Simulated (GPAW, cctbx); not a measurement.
# Li2Cu: deformation density and structure factors from DFT

Question: by how much does bonding change the X-ray structure factors of Li2Cu, how firmly does DFT give the change, and what does a routine refinement make of it?

The start was made by putting kin elements into a known structure type; the compound need not exist, or be stable, in this form. All numbers below are calculated.

## 1. Relax the structure

The density hangs on the geometry, so cell and atoms are relaxed first, with the symmetry held. The cutoff is set higher than for the density because stress converges slowly with plane waves.

Settings: GPAW 26.7.0, PBE, 670 eV, 5×5×5 k-points, Fermi–Dirac width 0.1 eV, BFGS to 0.03 eV/Å.

```text
cell
1.0
     0.000000000    0.000000000    4.857000000
    -3.135500000    3.135500000    2.428500000
    -3.135500000   -3.135500000    2.428500000
Cu Li
2 4
Direct
0.250000000 0.000000000 0.000000000
0.750000000 0.000000000 0.000000000
0.157400000 0.185200000 0.500000000
0.342600000 0.500000000 0.814800000
0.842600000 0.814800000 0.500000000
0.657400000 0.500000000 0.185200000
```

```console
$ OMP_NUM_THREADS=1 mpirun -n 4 gpaw python run.py > gpaw.log
```

```text
BFGS:    0      -15.211179        0.218806
BFGS:    1      -15.213994        0.208858
BFGS:    2      -15.245365        0.069237
BFGS:    3      -15.245785        0.066186
BFGS:    4      -15.245946        0.063596
BFGS:    5      -15.246428        0.052337
BFGS:    6      -15.247225        0.031448
BFGS:    7      -15.248022        0.013588
cell  4.9099 5.0644 5.0644  76.41 61.00 61.00
volume 96.340 A^3, largest force 0.010 eV/A, largest stress 0.09 GPa
```

After 7 steps the volume has changed by +0.9 % and the energy by -0.037 eV; the largest stress left is 0.09 GPa. It took 48 s on 4 cores of Arm Neoverse V2 (shared host), peak memory 0.98 GiB.

Relaxed structure: I4/mcm (no. 140), a = 6.2644 Å, b = 6.2644 Å, c = 4.9099 Å, α = 90.00°, β = 90.00°, γ = 90.00°.

| atom | mult. | x | y | z |
| --- | --- | --- | --- | --- |
| Cu1 | 4 | 0 | 0 | 1/4 |
| Li1 | 8 | 0.6667 | 0.8333 | 1/2 |

## 2. Density and charge transfer

X-rays see the whole electron density, so the PAW density is rebuilt with its core regions. Subtracting spherical free atoms from the same code cancels the cores and leaves the deformation density Δρ, the part due to bonding.

Settings: PBE, 550 eV, 6×6×6 k-points, Fermi–Dirac width 0.1 eV; primitive cell of 6 atoms.

```console
$ OMP_NUM_THREADS=1 mpirun -n 4 gpaw python run.py > gpaw.log
```

```text
|iter:   1|       0s |  -20.584587 | +0.28 |       |
|iter:   2|       1s |  -16.227833 | -0.53 | -0.55 |
|iter:   3|       2s |  -15.470367 | -1.18 | -0.98 |
...
|iter:  11|       9s |  -15.164140c| -6.46 | -4.03c|
|iter:  12|      10s |  -15.164144c| -7.23 | -4.35c|
|iter:  13|      10s |  -15.164145c| -8.20c| -5.29c|
```

```text
gpts.py:43: UserWarning: Initial realspace grid (27,28,28) inconsistent with symmetries.
gpts.py:43: UserWarning: Initial realspace grid (27,28,28) inconsistent with symmetries.
gpts.py:43: UserWarning: Initial realspace grid (27,28,28) inconsistent with symmetries.
gpts.py:43: UserWarning: Initial realspace grid (27,28,28) inconsistent with symmetries.
gpts.py:70: UserWarning: Using symmetrized grid: (28,28,28).
gpts.py:70: UserWarning: Using symmetrized grid: (28,28,28).
gpts.py:70: UserWarning: Using symmetrized grid: (28,28,28).
gpts.py:70: UserWarning: Using symmetrized grid: (28,28,28).
grid (56, 56, 56)  electrons 70.000  moved by bonding 0.669 e
deformation density beyond 0.5 A of the nuclei: max 0.061, min -0.192 e/A^3
atom        x       y       z   Voronoi charge  moment
Cu1    0.2500  0.0000  0.0000      0.007       0.00
Cu2    0.7500  0.0000  0.0000      0.007       0.00
Li3    0.1667  0.1666  0.5000     -0.004       0.00
Li4    0.3333  0.5000  0.8334     -0.004       0.00
Li5    0.8333  0.8334  0.5000     -0.004       0.00
Li6    0.6667  0.5000  0.1666     -0.004       0.00
mean inner potential of superposed free atoms 12.244 V
total magnetic moment 0.000 muB
```

Deformation density in a plane through the shortest contact of the Cu atom at the origin, in 0.01 e/Å³ (clipped at ±99); x from -1.6 to 4.1 Å, y from 2.4 down to -2.4 Å:

```text
  0   0   0   0   0  -1  -1   .   .  -1  -1   0   0   0   0   0
  0   0   0   0   0   0  -1   .   .  -1   0   0   0   0   0   0
  1   1   1   1   1   1   1   1   1   1   1   1   1   1   1   1
  2   2   2   2   1   2   2   2   2   2   2   1   2   2   2   2
  3   4   3   0  -2  -1   2   4   4   2  -1  -2   0   3   4   3
  2   5   1  -9   . -12  -4   5   5  -4 -12   .  -9   1   5   2
 -1   6  -1 -24   .   . -10   5   5 -10   .   . -24  -1   6  -1
  2   5   1  -9   . -12  -4   5   5  -4 -12   .  -9   1   5   2
  3   4   3   0  -2  -1   2   4   4   2  -1  -2   0   3   4   3
  2   2   2   2   1   2   2   2   2   2   2   1   2   2   2   2
  1   1   1   1   1   1   1   1   1   1   1   1   1   1   1   1
  0   0   0   0   0   0  -1   .   .  -1   0   0   0   0   0   0
  0   0   0   0   0  -1  -1   .   .  -1  -1   0   0   0   0   0
```

Atoms in or within 0.15 Å of the plane: Cu (0.0, 0.0), Cu (2.5, 0.0), Li (1.2, 2.3), Li (1.2, -2.3) Å. Dots mark points within about 0.45 Å of a nucleus; large values next to them are atomic features.

Hardly any net charge crosses the Voronoi midplanes, which need not mean no transfer: free-atom tails already reach into the neighbours' cells. Along the shortest contact from the Cu atom at the map's origin, Cu–Cu at 2.45 Å, Δρ is +0.06 e/Å³ at the midpoint: little piles up between the atoms, as is usual in a metallic crystal, which this run finds. At the midpoints of other shortest contacts it is +0.02 (Cu–Li, 2.64 Å) and 0.00 (Li–Li, 2.86 Å) e/Å³. Point values carry grid noise of about 0.01 e/Å³. The run needed 13 iterations, 15 s.

## 3. Structure factors

The Fourier components of Δρ, added to those of the free atoms, give the static X-ray structure factors; the Mott–Bethe relation turns them into the Fourier components V of the potential that fast electrons feel.

```text
static structure factors of the conventional cell: F in electrons, V (Mott-Bethe) in volts
   h  k  l      d  |F| table  |F| free   |F| DFT   change   |V| free  |V| DFT  change %
   1  1  0  4.4296   102.429   102.231   102.340    0.109     3.630    3.579     -1.4
   2  0  0  3.1322    92.588    92.186    91.582   -0.604     2.754    2.895      5.1
   0  0  2  2.4550    79.754    79.195    78.307   -0.888     1.836    1.963      6.9
   2  1  1  2.4333    10.368    10.335    10.289   -0.047     1.079    1.086      0.6
   2  2  0  2.2148    93.732    93.066    92.203   -0.863     3.378    3.479      3.0
   1  1  2  2.1472    92.640    91.966    91.127   -0.839     3.293    3.385      2.8
   3  1  0  1.9810    92.914    92.225    91.514   -0.710     3.339    3.405      2.0
   2  0  2  1.9322    91.931    91.248    90.563   -0.685     3.265    3.326      1.9
   2  2  2  1.6445    75.907    75.391    74.959   -0.431     2.226    2.253      1.2
   3  2  1  1.6379     0.010     0.010     0.031    0.021     0.001    0.001        -
   4  0  0  1.5661    70.907    70.468    70.026   -0.442     1.958    1.984      1.3
   3  1  2  1.5417    70.235    69.816    69.439   -0.377     1.933    1.954      1.1
   3  3  0  1.4765    62.705    62.384    62.047   -0.337     1.536    1.553      1.1
   4  1  1  1.4514     8.443     8.384     8.365   -0.019     0.483    0.484      0.2
```

The largest X-ray change is -0.89 e on 002, 1.1 % of |F|. For electrons V goes as (Z − F)/g², so a change of F counts against Z − F, which is small at low angle and wherever the atoms' terms cancel: |V| of 002 moves by +6.9 % (1.84 to 1.96 V) against -1.1 % in |F|. The last three rows still change by up to 0.38 e; the table stops while the angles are still low. The tabulated Hartree–Fock atoms differ from the free DFT atoms by up to 0.69 e, so the choice of reference atom matters too.

## 4. Which functional?

The same geometry is run with other functionals, to see whether the bonding signal is larger than the spread between approximations. Free atoms are LDA for LDA and PBE otherwise. Any other changed setting is in the row's label.

| run | ΔF 002 (e) | ΔF 220 (e) | ΔF 112 (e) | q(Li) (e) | moved (e) | time |
| --- | --- | --- | --- | --- | --- | --- |
| PBE | -0.888 | -0.863 | -0.839 | -0.004 | 0.669 | 15 s |
| LDA | -0.880 | -0.867 | -0.832 | +0.001 | 0.682 | 14 s |
| revPBE | -0.875 | -0.847 | -0.826 | -0.004 | 0.668 | 15 s |

At the base's settings ΔF(002) spans -0.888 to -0.875 e, a spread of 1 % of the PBE value; over the three listed reflections the spread is at most 2 %, so sign and size hold across the functionals. Times are from shared hosts.

## 5. Refining ordinary atoms against data with bonding

Routine crystallography fits spherical atoms. To see the bias, intensities are simulated from tabulated atoms plus the DFT change ΔF, so that bonding alone can misfit (4158 reflections of the full sphere, merged to the counts below, to 0.45 Å, 0.5 % proportional noise plus counting noise, assumed isotropic U as listed, Δρ smeared by the mean U) and refined with cctbx over different ranges.

```csv
range,data,R1,GooF,U Cu1 (true 0.0098),U Li1 (true 0.017),largest shift (Å),"Δρ max, min (e/Å³)"
all data,319,0.0037,1.12,0.0098,0.0167,0.0003,"0.19, -0.20"
"low resolution, d > 0.84",54,0.0022,1.23,0.0095,0.0163,0.0003,"0.06, -0.07"
"high order, d < 0.75",240,0.0044,0.97,0.0098,0.0169,0.0004,"0.15, -0.12"
"occupancies free, d > 0.7",96,0.0025,1.17,0.0096,0.0165,0.0006,"0.10, -0.08"
```

With all data GooF is 1.12, so at this noise the bonding hardly shows; the top residual peak lies 1.61 Å from Li and 2.00 Å from Li. U of Li1 is off by -4 % at low resolution and by -1 % from high-order data, where mostly the cores scatter (GooF 0.97). With Cu1 held at 1 and the scale free, the other occupancies refine to Li1 1.001(0.005), within three s.u. of full.

## 6. Answer

Bonding moves 0.67 e in the primitive cell of Li2Cu and changes the structure factors of the conventional cell in the table above by at most 0.89 e (002, 1.1 %). The shortest bond, Cu–Cu, has Δρ = +0.06 e/Å³ at its midpoint, with no localised bond charge. At the base's settings ΔF(002) spans -0.888 to -0.875 e, a spread of 1 % of the PBE value; over the three listed reflections the spread is at most 2 %, so sign and size hold across the functionals. With all data GooF is 1.12, so at this noise the bonding hardly shows. Limits: static density, frozen cores, no spin–orbit coupling.

[Outputs are excerpts: Python notices, other lines and further rows are left out; steps that failed or that the build refused (PBEsol, TPSS) are not shown.]

[Logs are printed without paths, hosts, clocks, repeated set-up lines and the standing remarks that a program may print on its own settings, such as how far it seeks lower states.]
